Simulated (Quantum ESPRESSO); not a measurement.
# FeO (Wuestite): parallel and opposed starts

Does FeO (Wuestite) prefer parallel or opposed moments?

Calculated with Quantum ESPRESSO 7.5; LDA with U = 4.5 eV on Fe d (ortho-atomic projectors); plane waves with GBRV 1.5 LDA potentials, no spin-orbit coupling.

The database entry behind the starting cell differs from later determinations by our own check (inexact against later determinations), so it need not match the best structure at ambient conditions.

**1. The structure**

The structure is cubic, space group Fm-3m (No. 225). The conventional cell has a = 4.311 Å, b = 4.311 Å, c = 4.311 Å, α = 90.00°, β = 90.00°, γ = 90.00°. Nearest to Fe lie 6 O at 2.16 Å. Nearest to O lie 6 Fe at 2.16 Å. Farther neighbours and most contacts between anions are not listed.

The cell comes from the Crystallography Open Database.

**2. Run 1, typed as ferro +**

The signs are those of the starting moments on the seeded atoms, the atoms that are given a moment.

File pw.in:

```
&CONTROL
  calculation = 'scf'
  prefix = 'pwscf'
  outdir = './tmp'
  pseudo_dir = './pseudo'
  disk_io = 'nowf'
/
&SYSTEM
  ibrav = 0
  celldm(1) = 8
  nat = 2
  ntyp = 2
  ecutwfc = 40
  ecutrho = 280
  nbnd = 20
  occupations = 'smearing'
  smearing = 'fd'
  degauss = 0.00367493
  nspin = 2
  starting_magnetization(1) = 0.25
  starting_magnetization(2) = 0
/
&ELECTRONS
  conv_thr = 4d-09
  electron_maxstep = 150
  mixing_beta = 0.3
/
ATOMIC_SPECIES
Fe     55.8450 fe_lda_v1.5.uspp.F.UPF
O      15.9990 o_lda_v1.2.uspp.F.UPF
CELL_PARAMETERS alat
   0.0000000000000    0.5091394611273    0.5091394611273
   0.5091394611273    0.0000000000000    0.5091394611273
   0.5091394611273    0.5091394611273    0.0000000000000
ATOMIC_POSITIONS crystal
Fe      0.0000000000    0.0000000000    0.0000000000
O       0.5000000000    0.5000000000    0.5000000000
K_POINTS automatic
8 8 8 0 0 0
HUBBARD {ortho-atomic}
U Fe-3d 4.5000
```

Command:

```bash
$ OMP_NUM_THREADS=1 mpirun -n 4 pw.x -nk 4 -in pw.in > pw.out
```

Log:

```text
Program PWSCF v.7.5 starts

     Message from routine setup:
     using ibrav=0 with symmetry is DISCOURAGED, use correct ibrav instead

     K-points division:     npool     =       4
     Subspace diagonalization in iterative solution of the eigenvalue problem:

     G-vector sticks info
     --------------------
     sticks:   dense  smooth     PW     G-vecs:    dense   smooth      PW
     Sum         649     367    121                10777     4645     893

     Using Slab Decomposition

     bravais-lattice index     =            0
     lattice parameter (alat)  =       8.0000  a.u.
     unit-cell volume          =     135.1482 (a.u.)^3
     number of atoms/cell      =            2
     number of atomic types    =            2
     number of electrons       =        22.00
     number of Kohn-Sham states=           20
     kinetic-energy cutoff     =      40.0000  Ry
     charge density cutoff     =     280.0000  Ry
     scf convergence threshold =      4.0E-09
     mixing beta               =       0.3000
     number of iterations used =            8  plain     mixing
     Exchange-correlation= SLA  PZ   NOGX NOGC
                           (   1   1   0   0   0   0   0)
     Hubbard projectors: ortho-atomic
     Hubbard parameters of DFT+U (Dudarev formulation) in eV:
     U(Fe-3d) =  4.5000

     Internal variables: lda_plus_u =T, lda_plus_u_kind = 0

     Internal variables: orbital_resolved =F, hub_pot_fix =F, apply_U = F

     celldm(1)=   8.000000  celldm(2)=   0.000000  celldm(3)=   0.000000
     celldm(4)=   0.000000  celldm(5)=   0.000000  celldm(6)=   0.000000

     crystal axes: (cart. coord. in units of alat)
               a(1) = (   0.000000   0.509139   0.509139 )
               a(2) = (   0.509139   0.000000   0.509139 )
               a(3) = (   0.509139   0.509139   0.000000 )

     reciprocal axes: (cart. coord. in units 2 pi/alat)
               b(1) = ( -0.982049  0.982049  0.982049 )
               b(2) = (  0.982049 -0.982049  0.982049 )
               b(3) = (  0.982049  0.982049 -0.982049 )

     PseudoPot. # 1 for Fe read from file:
     fe_lda_v1.5.uspp.F.UPF
     Pseudo is Ultrasoft + core correction, Zval = 16.0
     Generated by new atomic code, or converted to UPF format
     Using radial grid of  861 points,  6 beta functions with:
                l(1) =   0
                l(2) =   0
                l(3) =   1
                l(4) =   1
                l(5) =   2
                l(6) =   2
     Q(r) pseudized with  8 coefficients,  rinner =    1.000   1.000   1.000
                                                       1.000   1.000

     PseudoPot. # 2 for O  read from file:
     o_lda_v1.2.uspp.F.UPF
     Pseudo is Ultrasoft + core correction, Zval =  6.0
     Generated by new atomic code, or converted to UPF format
     Using radial grid of  737 points,  5 beta functions with:
                l(1) =   0
                l(2) =   0
                l(3) =   1
                l(4) =   1
                l(5) =   2
     Q(r) pseudized with  8 coefficients,  rinner =    0.900   0.900   0.900
                                                       0.900   0.900

     atomic species   valence    mass     pseudopotential
     Fe               16.00    55.84500     Fe( 1.00)
     O                 6.00    15.99900     O ( 1.00)

     Starting magnetic structure
     atomic species   magnetization
     Fe              0.250
     O               0.000

     48 Sym. Ops., with inversion, found

   Cartesian axes

     site n.     atom                  positions (alat units)
         1        Fe     tau(   1) = (   0.0000000   0.0000000   0.0000000  )
         2        O      tau(   2) = (   0.5091395   0.5091395   0.5091395  )

     number of k points=    29  Fermi-Dirac smearing, width (Ry)=  0.0037
                       cart. coord. in units 2pi/alat
        k(    1) = (   0.0000000   0.0000000   0.0000000), wk =   0.0019531
        k(    2) = (   0.1227561   0.1227561  -0.1227561), wk =   0.0156250
        k(    3) = (   0.2455123   0.2455123  -0.2455123), wk =   0.0156250
        k(    4) = (   0.3682684   0.3682684  -0.3682684), wk =   0.0156250
        k(    5) = (  -0.4910246  -0.4910246   0.4910246), wk =   0.0078125
        [... 24 further k-points ...]

     Dense  grid:    10777 G-vectors     FFT dimensions: (  32,  32,  32)

     Smooth grid:     4645 G-vectors     FFT dimensions: (  24,  24,  24)

     Check: negative core charge=   -0.000047
     Generating pointlists ...
     new r_m :   0.2100 (alat units)  1.6802 (a.u.) for type    1
     new r_m :   0.2100 (alat units)  1.6802 (a.u.) for type    2

     Initial potential from superposition of free atoms

     starting charge      21.0000, renormalised to      22.0000

     STARTING HUBBARD OCCUPATIONS:

     =================== HUBBARD OCCUPATIONS ===================
     ------------------------ ATOM    1 ------------------------
     Tr[ns(  1)] (up, down, total) =   5.00000  0.00000  5.00000
     Atomic magnetic moment for atom   1 =   5.00000
     [... lines left out ...]
     Number of occupied Hubbard levels =    5.0000

     Atomic wfc used for Hubbard projectors are orthogonalized

     Starting wfcs are   17 randomized atomic wfcs +    3 random wfcs

     Self-consistent Calculation

     iteration #  1     ecut=    40.00 Ry     beta= 0.30
     Davidson diagonalization with overlap
     ethr =  1.00E-02,  avg # of iterations =  5.1

     =================== HUBBARD OCCUPATIONS ===================
     ------------------------ ATOM    1 ------------------------
     Tr[ns(  1)] (up, down, total) =   4.86307  0.67728  5.54034
     Atomic magnetic moment for atom   1 =   4.18579
     [... lines left out ...]
     Number of occupied Hubbard levels =    5.5403

     total energy              =    -282.18396996 Ry
     estimated scf accuracy    <       0.80261869 Ry

     total magnetization       =     4.31 Bohr mag/cell
     absolute magnetization    =     4.33 Bohr mag/cell

     iteration #  2     ecut=    40.00 Ry     beta= 0.30
     Davidson diagonalization with overlap
     ethr =  3.65E-03,  avg # of iterations =  1.8

     total energy              =    -282.38806664 Ry
     estimated scf accuracy    <       0.10806318 Ry

     total magnetization       =     4.00 Bohr mag/cell
     absolute magnetization    =     4.01 Bohr mag/cell

     iteration #  3     ecut=    40.00 Ry     beta= 0.30
     Davidson diagonalization with overlap
     ethr =  4.91E-04,  avg # of iterations =  1.4

     total energy              =    -282.40489251 Ry
     estimated scf accuracy    <       0.01497360 Ry

     total magnetization       =     4.00 Bohr mag/cell
     absolute magnetization    =     4.02 Bohr mag/cell

     [... further iterations left out ...]

     iteration #  8     ecut=    40.00 Ry     beta= 0.30
     Davidson diagonalization with overlap
     ethr =  6.88E-09,  avg # of iterations =  1.2

     total energy              =    -282.40869285 Ry
     estimated scf accuracy    <       0.00000021 Ry

     total magnetization       =     4.00 Bohr mag/cell
     absolute magnetization    =     4.03 Bohr mag/cell

     iteration #  9     ecut=    40.00 Ry     beta= 0.30
     Davidson diagonalization with overlap
     ethr =  9.54E-10,  avg # of iterations =  1.9

     total energy              =    -282.40869292 Ry
     estimated scf accuracy    <       0.00000002 Ry

     total magnetization       =     4.00 Bohr mag/cell
     absolute magnetization    =     4.03 Bohr mag/cell

     iteration # 10     ecut=    40.00 Ry     beta= 0.30
     Davidson diagonalization with overlap
     ethr =  7.34E-11,  avg # of iterations =  2.0

     total energy              =    -282.40869293 Ry
     estimated scf accuracy    <       0.00000001 Ry

     total magnetization       =     4.00 Bohr mag/cell
     absolute magnetization    =     4.03 Bohr mag/cell

     iteration # 11     ecut=    40.00 Ry     beta= 0.30
     Davidson diagonalization with overlap
     ethr =  6.81E-11,  avg # of iterations =  1.7

     Magnetic moment per site  (integrated on atomic sphere of radius R)
     atom   1 (R=0.210)  charge= 13.5130  magn=  3.5623
     atom   2 (R=0.210)  charge=  5.8287  magn=  0.2407

     End of self-consistent calculation

     =================== HUBBARD OCCUPATIONS ===================
     ------------------------ ATOM    1 ------------------------
     Tr[ns(  1)] (up, down, total) =   4.95153  1.19044  6.14197
     Atomic magnetic moment for atom   1 =   3.76109
     [... lines left out ...]
     Number of occupied Hubbard levels =    6.1420

     [... lines left out ...]
     the Fermi energy is    14.6472 ev

!    total energy              =    -282.40869294 Ry
     estimated scf accuracy    <          5.6E-11 Ry
     smearing contrib. (-TS)   =      -0.00087646 Ry
     internal energy E=F+TS    =    -282.40781648 Ry

     The total energy is F=E-TS. E is the sum of the following terms:
     one-electron contribution =    -136.68910307 Ry
     hartree contribution      =      80.26368466 Ry
     xc contribution           =     -36.10222373 Ry
     ewald contribution        =    -190.02755602 Ry
     Hubbard energy            =       0.14738168 Ry

     total magnetization       =     4.00 Bohr mag/cell
     absolute magnetization    =     4.03 Bohr mag/cell

     convergence has been achieved in  11 iterations

=------------------------------------------------------------------------------=
   JOB DONE.
=------------------------------------------------------------------------------=
```

Run time: 4.1 s. Hardware: 4 MPI ranks of Intel Xeon Platinum 8488C (Sapphire Rapids), shared host; peak memory 0.29 GiB; 15 s of CPU time.

Spin moment in the atom's sphere by atom:

```tsv
atom	spin moment in the atom's sphere (μB)
Fe1	3.56
O2	0.24
```

This step gave:

- smearing term TS: 0.01192 eV
- magnetization: 4.004 μB
- absolute magnetization: 4.029 μB
- final state: ferromagnetic

(Continued in part 2 of 2.)

[Logs and program files are shortened in this print: banners, set-up blocks, solver, clock and traceback lines can be left out without a mark of their own.]

[Logs are printed without paths, hosts, clocks, repeated set-up lines and the standing remarks that a program may print on its own settings, such as how far it seeks lower states.]

[Hosts, paths, dates, database ids (printed as entryN), source tags and the programs' standing remarks are cut or masked in the printed files.]

[Where a cell is said to come from a database of computed structures, the database is the Materials Project.]
